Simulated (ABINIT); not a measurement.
Planning a run of ABINIT 10.8.3 on SiC (P6_3mc). The input:

```
acell 3*1.0 Angstrom
rprim 
  3.073513928196 0.000000000001 0.000000000000
  -1.536756964099 2.661741140703 0.000000000000
  0.000000000000 0.000000000000 5.045247710000
ntypat 2
znucl 14 6
natom 4
typat 1 1 2 2
xred 
  0.333333333333 0.666666666667 0.499602400000
  0.666666666667 0.333333333333 0.999602400000
  0.333333333333 0.666666666667 0.875397600000
  0.666666666667 0.333333333333 0.375397600000
pp_dirpath "pseudos"
pseudos "Si.upf, C.upf"
ecut 37
ngkpt 6 6 4
nshiftk 1
shiftk 0 0 0
kptopt 1
chksymbreak 0
istwfk *1
occopt 1
irdwfk 1
optdriver 4
nband 119
gwcalctyp 0
ecutsigx 37
symsigma 1
nkptgw 3
kptgw 
  0.0000000000 0.0000000000 0.0000000000
  0.3333333333 0.3333333333 0.0000000000
  0.5000000000 0.0000000000 0.0000000000
bdgw 
  7 10
  6 10
  7 10
ecuteps 7
irdscr 1
ppmodel 1
fftgw 31
indata_prefix "in"
outdata_prefix "out"
tmpdata_prefix "tmp"
```

```sh
OMP_NUM_THREADS=1 mpirun -n 8 abinit run.abi > log
```

How long will it take on 8 MPI ranks of Arm Neoverse V2, shared host, and how much memory?

It took 17 s; on shared hardware allow 8.6 s to 34 s. Peak host memory was 3.0 GiB.

[Paths, hosts, dates, memory and timing lines, banners, echoed tables and standing remarks are left out of the program output.]

[Logs are printed without paths, hosts, clocks, repeated set-up lines and the standing remarks that a program may print on its own settings, such as how far it seeks lower states.]

[Runs of the session that timed out or met a known fault of the program may be left out.]

[Hosts, paths, dates, database ids (printed as entryN), source tags and the programs' standing remarks are cut or masked in the printed files.]

[G0W0 gaps are taken among the corrected bands and points alone; a level outside them can change the order at an edge.]

[Where Ansatz stands beside ABINIT at settings called matched, ABINIT's density can come from a denser mesh and the files from another edition; pairs whose starting gaps differed by over 0.03 eV were left out, so agreement reads better than it is.]
